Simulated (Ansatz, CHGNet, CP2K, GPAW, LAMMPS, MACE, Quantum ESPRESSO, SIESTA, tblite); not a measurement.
## Amorphous 67HfO2-33GeO2 (mol %) (72 atoms): runs against a plane-wave reference

Density of this cell: 7.04 g/cm³. The cell holds 72 atoms: 16 Hf, 8 Ge and 48 O. Its edges and angles: a = 9.973 Å, b = 9.973 Å, c = 9.973 Å, α = 90.0°, β = 90.0°, γ = 90.0°. 72 atoms (16 Zr, 8 Ge, 48 O) placed at random at 4.59 g/cm³, melted at 5000 K for 10 ps at fixed volume with the Morse and Coulomb pair potential with partial charges (Pedone, Malavasi, Menziani, Cormack and Segre, J. Phys. Chem. B 110, 11780 (2006)). Quenched from 5000 K to 300 K at 20 K/ps and fixed volume, held 10 ps at zero pressure, then minimised at fixed cell. Then Zr was replaced by Hf and the cell scaled by 1.008 (the potential has no terms for the new elements, so the cell is a start for a DFT relaxation).

Geometry: as built.

The reference, a calculation:

```
method                                           : Kohn-Sham DFT, PBE, PAW, plane waves (Ansatz 0.2.0); cutoff 420 eV, Γ point, fermi-dirac smearing of 0.05 eV; PAW set soft_2
r.m.s. force component                           : 0.7386 eV/Å
longest force                                    : 3.019 eV/Å
pressure                                         : -4.67 GPa
gap (highest filled to lowest empty level) : 2.065 eV
SCF cycles                                       : 11
time                                             : 24 s on 4 threads of Arm Neoverse V1, shared host
CPU time                                         : 92 s
```

Q: Estimate the differences from the reference, the CPU time and the memory of each run.
- GPAW PBE, grid h 0.2 Å (GPAW 26.7.0; 2 MPI ranks)
- SIESTA PBE, DZP, shift 0.01 Ry, mesh 500 Ry (SIESTA 5.4.2; 2 MPI ranks)
- QE PBE, sssp-1.3.0-efficiency, 60/480 Ry (Quantum ESPRESSO 7.5; 4 MPI ranks)
- SIESTA PBE, DZP, shift 0.01 Ry, mesh 700 Ry (SIESTA 5.4.2; 4 MPI ranks)
- GPAW PBE, LCAO dzp, h 0.18 Å, other mixer settings (GPAW 26.7.0; 1 thread)
- GPAW PBE, LCAO dzp, h 0.18 Å (GPAW 26.7.0; 1 thread)
- CP2K PBE, DZVP-UZH, 210/50 Ry, OT DIIS (CP2K 2026.2; 4 MPI ranks)
- tblite GFN1-xTB (tblite 0.8.0; 1 thread)
- SIESTA PBE, DZP, shift 0.04 Ry, mesh 500 Ry (SIESTA 5.4.2; 2 MPI ranks)
- CP2K PBE, DZVP-UZH, 600/50 Ry, OT DIIS (CP2K 2026.2; 4 MPI ranks)

Differences are against the plane-wave reference, forces as r.m.s. over components; share is that over the reference's r.m.s. force, slope the least-squares factor from reference forces to these. Total energies of different programs have different zeros and aren't compared.

| run | Δ force, r.m.s. (meV/Å) | share (%) | slope | Δ pressure (GPa) | Δ gap (eV) | cores | CPU time | memory (GiB) |
| --- | --- | --- | --- | --- | --- | --- | --- | --- |
| reference | - | - | - | - | - | 4 | 92 s | 1.6 |
| GPAW PBE, grid h 0.2 Å | 133 | 18.0 | 1.079 | - | -0.0053 | 2 | 11 min | 2.4 |
| SIESTA PBE, DZP, shift 0.01 Ry, mesh 500 Ry | 256 | 34.7 | 1.213 | 2.12 | -0.205 | 2 | 5.8 min | 2.1 |
| QE PBE, sssp-1.3.0-efficiency, 60/480 Ry | 25.6 | 3.46 | 1.011 | -1.15 | -0.0102 | 4 | 11 min | 3.2 |
| SIESTA PBE, DZP, shift 0.01 Ry, mesh 700 Ry | 256 | 34.7 | 1.213 | 2.13 | -0.205 | 4 | 7.9 min | 3.2 |
| GPAW PBE, LCAO dzp, h 0.18 Å, other mixer settings | 286 | 38.7 | 1.206 | - | -0.108 | 1 | 7.4 min | 1.6 |
| GPAW PBE, LCAO dzp, h 0.18 Å | 285 | 38.6 | 1.205 | - | -0.108 | 1 | 5 min | 1.7 |
| CP2K PBE, DZVP-UZH, 210/50 Ry, OT DIIS (coarse) | 184 | 24.9 | 1.100 | -1.86 | -0.106 | 4 | 9.4 min | 2.2 |
| tblite GFN1-xTB | 758 | 103 | 0.533 | -0.968 | - | 1 | 4.9 s | 0.11 |
| SIESTA PBE, DZP, shift 0.04 Ry, mesh 500 Ry (coarse) | 258 | 34.9 | 1.200 | -17.0 | -0.429 | 2 | 3.2 min | 1.5 |
| CP2K PBE, DZVP-UZH, 600/50 Ry, OT DIIS | 148 | 20.1 | 1.112 | -2.25 | -0.110 | 4 | 12 min | 3.3 |

Rows marked coarse were listed beforehand as settings not expected to be converged; some can still land near the reference.

CPU time is summed over cores on a shared host, where runs went side by side, so it is rough. Symmetry, cutoffs, thresholds, outputs and thread counts weren't matched or tuned between programs; memory under MPI is the largest rank's times the ranks.

PBE on plane waves or a grid with other potentials, cutoffs or grids, coarse settings apart, differs from the reference by 3.5 % (QE PBE, sssp-1.3.0-efficiency, 60/480 Ry) to 18 % (GPAW PBE, grid h 0.2 Å) of the r.m.s. force; this holds the reference's own error, so differences of a few per cent don't tell which side is nearer the exact PBE result (QE's 60 Ry are 816 eV, against the reference's 420 eV). GPAW PBE, grid h 0.2 Å stands apart from the other plane-wave or grid runs, so its own grid or potentials are the likelier cause. The PBE runs in local orbitals, coarse settings apart, differ by 20 % (CP2K PBE, DZVP-UZH, 600/50 Ry, OT DIIS) to 39 % (GPAW PBE, LCAO dzp, h 0.18 Å, other mixer settings); basis, grid and potentials can all enter. Tight binding differs by 103 % (tblite GFN1-xTB); it is another model, with fitted parameters of its own, and the xTB methods hold dispersion. Periodic xTB results under one method name differ between programs and library versions. The network of bonds at the start is that of the classical potential that made the cell, and needn't be the one that DFT or experiment would give. The electronic-structure runs sample only Γ, in a cell whose shortest periodic width is 10 Å.

[Logs are printed without paths, hosts, clocks, repeated set-up lines and the standing remarks that a program may print on its own settings, such as how far it seeks lower states.]

[Hosts, paths, dates, database ids (printed as entryN), source tags and the programs' standing remarks are cut or masked in the printed files.]
